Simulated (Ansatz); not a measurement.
**K3BrCl2 (P-3m1):K_i (8-fold void), thermodynamic levels from a 54-atom cell**

Aim: at which Fermi levels does K_i (8-fold void) in K3BrCl2 (P-3m1) change its charge? The model is a cell of 54 host atoms with 1 K put in.

Method: place-levels on PBEsol runs: charge-transition levels and formation energies with image-charge correction and potential alignment at the atomic sites, in Ansatz 0.2.0.

### 1. The structure

The cell holds 55 atoms: 28 K, 9 Br and 18 Cl. Its edges and angles: a = 13.448 Å, b = 13.448 Å, c = 11.001 Å, α = 90.0°, β = 90.0°, γ = 120.0°. It derives from K3BrCl2 (space group P-3m1). Nearest the centre at fractional (0.667, 0.667, 0.747): K55 at 0.00 Å, K51 at 2.72 Å, K33 at 2.72 Å, K27 at 2.72 Å, K49 at 2.72 Å, Cl53 at 2.76 Å, Cl47 at 2.76 Å, Cl29 at 2.76 Å.

Known beforehand: the electronic dielectric constant, 2.47, and the static one, 5.30, from a response run on this crystal (DFPT, PBEsol) at that run's own cell.

The cell's shortest repeat is 11.0 Å.

### 2. What was run first

Levels follow from differences of total energies between charge states, each relaxed by itself.

Each atom starts 0.05 Å or so off its site in a random direction: a symmetric start keeps its symmetry, and would miss off-centre moves and Jahn–Teller distortions. Forces are taken at one point at (¼, ¼, ¼). The cell holds 1 electron more than the neutral one, with a uniform background that keeps it neutral on the whole.

The sampling was tested on the host first: at the k-points planned (1x1x1 shifted 0.25 0.25 0.25) its energy lies 0.000 eV an atom from the dense-mesh value, under the bound of 0.02 eV set for this test; that bounds the host's error, not the defect's.

One state's input; the others differ in charge, spin, start and seed, and in occupations where the table says so.

File qm1.relax/input.yaml:

```yaml
crystal:
  lattice:
    - [13.44809796, 9.0e-08, 0.0]
    - [-6.72404905, 11.64639442, 0.0]
    - [0.0, 0.0, 11.00083486]
  atoms:
    - { symbol: K, position: [0.0, 0.0, 0.5] }
    - { symbol: K, position: [0.11111111, 0.22222222, 0.17740122] }
[... 6 atom lines left out ...]
    - { symbol: K, position: [0.22222222, 0.44444444, 0.82259878] }
[... 3 atom lines left out ...]
    - { symbol: K, position: [0.0, 0.66666667, 0.5] }
[... 13 atom lines left out ...]
    - { symbol: K, position: [0.55555556, 0.44444444, 0.82259878] }
[... 1 atom line left out ...]
    - { symbol: Cl, position: [0.44444444, 0.55555556, 0.6614024] }
    - { symbol: Cl, position: [0.55555556, 0.44444444, 0.3385976] }
    - { symbol: K, position: [0.33333333, 0.66666667, 0.5] }
[... 1 atom line left out ...]
    - { symbol: K, position: [0.55555556, 0.77777778, 0.82259878] }
[... 2 atom lines left out ...]
    - { symbol: Cl, position: [0.55555556, 0.77777778, 0.3385976] }
    - { symbol: K, position: [0.66666667, 0.0, 0.5] }
[... 1 atom line left out ...]
    - { symbol: K, position: [0.88888889, 0.11111111, 0.82259878] }
[... 3 atom lines left out ...]
    - { symbol: K, position: [0.66666667, 0.33333333, 0.5] }
[... 1 atom line left out ...]
    - { symbol: K, position: [0.88888889, 0.44444444, 0.82259878] }
[... 1 atom line left out ...]
    - { symbol: Cl, position: [0.77777778, 0.55555556, 0.6614024] }
[... 1 atom line left out ...]
    - { symbol: K, position: [0.66666667, 0.66666667, 0.5] }
[... 1 atom line left out ...]
    - { symbol: K, position: [0.88888889, 0.77777778, 0.82259878] }
    - { symbol: Br, position: [0.66666667, 0.66666667, 0.0] }
    - { symbol: Cl, position: [0.77777778, 0.88888889, 0.6614024] }
    - { symbol: Cl, position: [0.88888889, 0.77777778, 0.3385976] }
    - { symbol: K, position: [0.666667, 0.666667, 0.74726] }
  host:
    repeats: [3, 3, 1]
    atoms:
      - { symbol: K, position: [0.0, 0.0, 0.5] }
      - { symbol: K, position: [0.33333333, 0.66666667, 0.17740122] }
      - { symbol: K, position: [0.66666667, 0.33333333, 0.82259878] }
      - { symbol: Br, position: [0.0, 0.0, 0.0] }
      - { symbol: Cl, position: [0.33333333, 0.66666667, 0.6614024] }
      - { symbol: Cl, position: [0.66666667, 0.33333333, 0.3385976] }
total_charge: -1
basis:
  ecutwfc: 420
  xc_grid: 2
hamiltonian:
  xc: pbesol
kpoints:
  mp_grid: { grid: [1, 1, 1], shift: [0.25, 0.25, 0.25] }
scf:
  occupations: { method: fixed }
  max_iter: 60
output:
  forces: true
  charged_corrections:
    epsilon: 2.47
    static_epsilon: 5.3
    defect_position: [0.666667, 0.666667, 0.74726]
relax:
  f_tol: 0.02
  max_steps: 80
  random_displacement: { amplitude: 0.05, seed: 3506 }
checkpoint:
  write: "../qm1.relax.run"
  compress: false
  write_wavefunctions: true
  write_every: 100000
```

The run is started by

```bash
$ ansatz run input.yaml --threads 4 --pin off --max-ram 14131MiB --backend cpu --events-out ev --progress --plain --runs-dir out
```

The relaxed structure is kept and the sampling changed to a 2×2×2 shifted mesh.

The run of this state that the levels use, under PBEsol:

File qm1.point/input.yaml:

```yaml
crystal:
  checkpoint: "../qm1.relax.run"
  host: checkpoint
total_charge: -1
basis:
  ecutwfc: 420
  xc_grid: 2
hamiltonian:
  xc: pbesol
kpoints:
  mp_grid: { grid: [2, 2, 2], shift: [0.5, 0.5, 0.5] }
scf:
  occupations: { method: fermi_dirac, width: 0.01 }
  max_iter: 60
output:
  forces: true
  eigenvalues: true
  charged_corrections:
    epsilon: 2.47
    static_epsilon: 5.3
    defect_position: [0.666667, 0.666667, 0.74726]
  eigenstates: { localisation: true }
  populations: true
  band_densities: [{ bands: [v1, v1] }, { bands: [c1, c1] }]
  write_density: true
  write_potential: true
  volumetric_format: npy
checkpoint:
  read: "../qm1.relax.run"
  write: "../qm1.point.run"
  compress: false
  write_wavefunctions: false
  write_every: 100000
```

Relaxations under PBEsol at one point at (¼, ¼, ¼); times on 4 threads of Arm Neoverse V2, shared host:

```
charge  moment (μB)  occupations    outcome  steps  largest displacement against the far atoms (Å)     time
    −1            0        fixed  converged     13                                            1.57  3.2 min
     0            1        fixed  converged     13                                            1.29    7 min
    +1            0        fixed  converged      5                                            0.50     82 s
    −1            2        fixed  converged     16                                            1.38  8.9 min
```

Single points under PBEsol at a 2×2×2 shifted mesh; times on 4 threads of Arm Neoverse V2, shared host:

```csv
charge,moment (μB),occupations,outcome,time
−1,0,fermi-dirac,converged,2.3 min
0,1,fermi-dirac,converged,4.6 min
+1,0,fermi-dirac,converged,2.1 min
−1,2,fermi-dirac,converged,6.2 min
```

Distances (Å) from K55 to the nearest atoms after relaxation with PBEsol:

```csv
charge,moment (μB),1.,2.,3.,4.,5.,6.
−1,0,Cl 2.90,Cl 2.91,Cl 2.91,K 3.41,K 3.42,K 3.43
−1,2,Cl 2.89,Cl 2.89,Cl 2.92,K 3.33,K 3.37,K 3.37
0,1,Cl 2.86,Cl 2.86,Cl 2.87,Br 3.30,K 3.32,K 3.33
+1,0,Cl 2.82,Cl 2.82,Cl 2.82,Br 2.95,K 3.18,K 3.18
```

### 3. place-levels, PBEsol

A charged cell interacts with its images and the background, and its potential has another zero than the host's. place-levels removes the first by a point-charge model, screened by the static dielectric constant since the ions have relaxed around the charge, and the second by comparing potentials at atoms far from the defect.

The host is a run of the defect-free crystal in the same cutoffs, grids and k-points, so that basis and sampling errors cancel in part in the differences. The host is run in a cell of 6 atoms on a matching mesh. Its band edges are searched through the zone by a band path, so the gap is smaller than, or equal to, that on the mesh. Chemical potentials are energies per atom of K (bcc), run with the same functional and cutoff.

File levels.point.yaml:

```yaml
host:
  run: host.point.run
states: [qm1.point.run, q0_M1.point.run, qp1.point.run, qm1_M2.point.run]
geometry_from:
  qm1.point.run: qm1.relax.run
  q0_M1.point.run: q0_M1.relax.run
  qp1.point.run: qp1.relax.run
  qm1_M2.point.run: qm1_M2.relax.run
  host.point.run: host.relax.run
chemical_potentials:
  K:
    energy: -1516.029766
    dataset: <sha256 of the dataset>
epsilon: 2.47
static_epsilon: 5.3
vertical:
  - { from: qm1.point.run, to: qm1.point_neutral.run }
  - { from: qp1.point.run, to: qp1.point_neutral.run }
  - { from: qm1_M2.point.run, to: qm1_M2.point_neutral.run }
```

The run is started by

```bash
$ ansatz place-levels levels.point.yaml -- --threads 4 --pin off --max-ram 14131MiB
```

Numbers of over 12 decimals in the logs are rounded to 6 here.

Log:

```text
[... repeated set-up lines and file paths are left out, and long positions are rounded to six places ...]
(+1/0) 4.587 eV above the valence edge, in the conduction band
(0/-1) 4.709 eV above the valence edge (+4.946 eV without the band-filling correction), in the conduction band
formation energy of charge +1: -2.204 eV with the Fermi level at the valence edge
formation energy of charge 0: +2.384 eV with the Fermi level at the valence edge
formation energy of charge -1: +7.093 eV with the Fermi level at the valence edge
vertical -1 to 0: no energy, since no alignment is typed
  the change from vertical[0].from (qm1.point.run) to vertical[0].to (qm1.point_neutral.run): by its potential at epsilon 2.47 it stands at 0.665 0.668 0.500, with an rms radius of about 4.9 Å (2.8 2.8 2.9 Å across the planes of the cell's vectors); [...]
vertical +1 to 0: no energy, since no alignment is typed
  the change from vertical[1].from (qp1.point.run) to vertical[1].to (qp1.point_neutral.run): by its potential at epsilon 2.47 it stands at 0.653 0.680 0.734, with an rms radius of about 6.2 Å (3.5 3.5 3.6 Å across the planes of the cell's vectors); [...]
vertical -1 to 0: no energy, since no alignment is typed
  the change from vertical[2].from (qm1_M2.point.run) to vertical[2].to (qm1_M2.point_neutral.run): by its potential at epsilon 2.47 it stands at 0.674 0.657 0.535, with an rms radius of about 5.4 Å (3.7 3.2 2.2 Å across the planes of the cell's vectors); [...]
  edges by pbesol, gap 4.541 eV; the host is sampled to repeats of 26.90 Å
  the defect's cells are sampled to repeats of 26.90 Å, like sampling
  charge +1: -86276.6072 eV with its correction of +0.495 eV, at epsilon 5.3, aligned at sites: +0.1729 eV, mean over 22 atomic sites at or beyond 5.50 Å from the defect at [0.6667, 0.6667, 0.7473], with +0.000000 for the charge's moments and without [...]
  charge 0: +0.000 eV for its dipole among its images, +0.000 omitted
  charge -1: -86264.4359 eV with its correction of +0.004 eV, at epsilon 5.3, aligned at sites: +0.3184 eV, mean over 22 atomic sites at or beyond 5.50 Å from the defect at [0.6667, 0.6667, 0.7473], with +0.000000 for the charge's moments and without [...]
  charge -1: states[3] (qm1_M2.point.run) stands 0.487 eV higher, with a moment of 2.00 μB against 0.00
  states[3] (qm1_M2.point.run): levels filled in part (TS 0.004 eV): its energy is of no whole electron's
  of states[2] (qp1.point.run): it parts from the run at its places by a charge that spreads by about 3.6 Å along one vector (1.9 Å or more is wide), by its potential at epsilon 2.47, taken for that of held ions (one typed too small widens it), where the cell [...]
  of states[1] (q0_M1.point.run): its alignment with the host at atomic sites is doubtful: the mean over the far sites moves by -0.0526 eV from their farther parts to their nearer, more than 0.05 eV. [...]
  of states[0] (qm1.point.run): it parts from the run at its places by a charge that spreads by about 2.9 Å along one vector (1.9 Å or more is wide), by its potential at epsilon 2.47, taken for that of held ions (one typed too small widens it), where the cell [...]
  of states[3] (qm1_M2.point.run): it parts from the run at its places by a charge that spreads by about 3.7 Å along one vector (2 Å or more is wide), by its potential at epsilon 2.47, taken for that of held ions (one typed too small widens it), where the [...]
  of vertical[0].from (qm1.point.run): its displacements don't fall off away from the defect: farther atoms stand 0.056 Å off the host's places. [...]
  of vertical[0].to (qm1.point_neutral.run): its displacements don't fall off away from the defect: farther atoms stand 0.056 Å off the host's places. [...]
  of vertical[1].from (qp1.point.run): its displacements don't fall off away from the defect: farther atoms stand 0.057 Å off the host's places. [...]
  of vertical[1].to (qp1.point_neutral.run): its displacements don't fall off away from the defect: farther atoms stand 0.057 Å off the host's places. [...]
  vertical[2].from (qm1_M2.point.run): levels filled in part (TS 0.004 eV): its energy is of no whole electron's
  of vertical[2].from (qm1_M2.point.run): its displacements don't fall off away from the defect: farther atoms stand 0.061 Å off the host's places. [...]
  of vertical[2].to (qm1_M2.point_neutral.run): its displacements don't fall off away from the defect: farther atoms stand 0.061 Å off the host's places. [...]
```

Wall time 0.38 s (4 threads of Arm Neoverse V2, shared host).

Under PBEsol the gap is 4.54 eV, (+1/0) 4.59 (outside the gap), (0/−1) 4.71 (outside the gap) (with band filling) eV.

Levels between the charges placed, in eV above the valence top:

|  | gap (eV) | (+1/0) | (0/−1) |
| --- | --- | --- | --- |
| PBEsol | 4.54 | 4.59 | 4.71 |

Corrections by state:

```
charge  moment (μB)  image terms and alignment (eV)  band filling (eV)  ε used  over the lowest of its charge, as the program ranks them, band filling apart (eV)
    +1          0.0                           0.495                  -    5.30                                                                              0.000
     0          1.0                           0.000                  -       -                                                                              0.000
    −1          0.0                           0.004             -0.237    5.30                                                                              0.000
    −1          2.0                           0.014                  -    5.30                                                                              0.487
```

The charged structures listed were also run neutral, and place-levels reads from each pair, by the potential or the spins, how wide the charge is by which they differ; that can be the carrier of either run.

| charge | rms radius (Å) | spread where it is widest against the cell (Å) | wide from (Å) | reading |
| --- | --- | --- | --- | --- |
| +1 | 6.2 | 3.60 | 1.91 | wide |
| −1 | 4.9 | 2.93 | 1.91 | wide |

The neutral runs of these pairs need not share the spin of the lowest neutral state, and very wide values only mean spread over the cell.

From the program's caveats on the states, each cut to its opening words:

- charge +1: it parts from the run at its places by a charge that spreads by about 3.6 Å along one vector (1.9 Å or more is wide), by its potential at epsilon 2.47, taken [...]
- charge +1: its displacements don't fall off away from the defect: farther atoms stand 0.057 Å off the host's places
- charge 0 (1 μB): its alignment with the host at atomic sites is doubtful: the mean over the far sites moves by -0.0526 eV from their farther parts to their nearer, more than [...]
- charge 0 (1 μB): its displacements don't fall off away from the defect: farther atoms stand 0.038 Å off the host's places
- charge −1: it parts from the run at its places by a charge that spreads by about 2.9 Å along one vector (1.9 Å or more is wide), by its potential at epsilon 2.47, taken [...]
- charge −1: a band-filling correction moves a carrier to the host's band edge, which changes its energy by -0.237 eV
- charge −1: its alignment with the host at atomic sites is doubtful: the mean over the far sites moves by -0.0688 eV from their farther parts to their nearer, more than [...]
- charge −1: its displacements don't fall off away from the defect: farther atoms stand 0.056 Å off the host's places
- charge −1 (2 μB): it parts from the run at its places by a charge that spreads by about 3.7 Å along one vector (2 Å or more is wide), by its potential at epsilon 2.47, taken for [...]
- charge −1 (2 μB): its alignment with the host at atomic sites is doubtful: the mean over the far sites moves by -0.0618 eV from their farther parts to their nearer, more than [...]
- charge −1 (2 μB): its displacements don't fall off away from the defect: farther atoms stand 0.061 Å off the host's places
- charge −1 (2 μB): its moments are held at its close (magnetization.spin_locking), by a field of 0.221 eV a Bohr magneton, and its energy and levels are of the state that this [...]

Formation energies (eV), elemental references (Δμ(K) = 0.00 eV):

```
charge  Fermi level at the valence top  at the conduction bottom
    +1                           -2.20                      2.34
     0                            2.38                      2.38
    −1                            7.09                      2.55
```

### 4. Effect of the sampling

The relaxations' own energies give the levels at their sampling, for comparison.

File levels.relax_mesh.yaml:

```yaml
host:
  run: host.relax.run
states: [qm1.relax.run, q0_M1.relax.run, qp1.relax.run, qm1_M2.relax.run]
chemical_potentials:
  K:
    energy: -1516.029766
    dataset: <sha256 of the dataset>
```

The run is started by

```bash
$ ansatz place-levels levels.relax_mesh.yaml -- --threads 4 --pin off --max-ram 14131MiB
```

Log:

```text
(+1/0) 4.646 eV above the valence edge, in the conduction band
[...]
formation energy of charge +1: -2.204 eV with the Fermi level at the valence edge
formation energy of charge 0: +2.442 eV with the Fermi level at the valence edge
formation energy of charge -1: +7.116 eV with the Fermi level at the valence edge
  edges by pbesol, gap 4.542 eV; the host is sampled to repeats of 17.37 Å
[... the lines on each state left out ...]
```

Run time: 0.11 s. Hardware: 4 threads.

Levels between neighbouring charges, in eV above the valence top:

|  | gap (eV) | (+1/0) | (0/−1) |
| --- | --- | --- | --- |
| one point at (¼, ¼, ¼) | 4.54 | 4.65 | 4.67 |
| a 2×2×2 shifted mesh | 4.54 | 4.59 | 4.71 |

Going from one point at (¼, ¼, ¼) to a 2×2×2 shifted mesh moves the levels that carry no band-filling term by up to 0.06 eV and formation energies against the elements by up to 0.06 eV; band-filling terms, which differ between samplings, are in these energies.

[end of part 1 of 2]

[Logs are printed without paths, hosts, clocks, repeated set-up lines and the standing remarks that a program may print on its own settings, such as how far it seeks lower states.]

[Hosts, paths, dates, database ids (printed as entryN), source tags and the programs' standing remarks are cut or masked in the printed files.]

[Where a table of states has a column of steps, it counts the stored structures, which are thinned; the runs took as many ionic steps or more.]

[A defect's name tells the site on which it was built; relaxed atoms can leave that site.]

[For some hosts the program warned that the k-mesh of the response run may be too coarse for force constants and the static dielectric constant; such warnings are not shown here.]
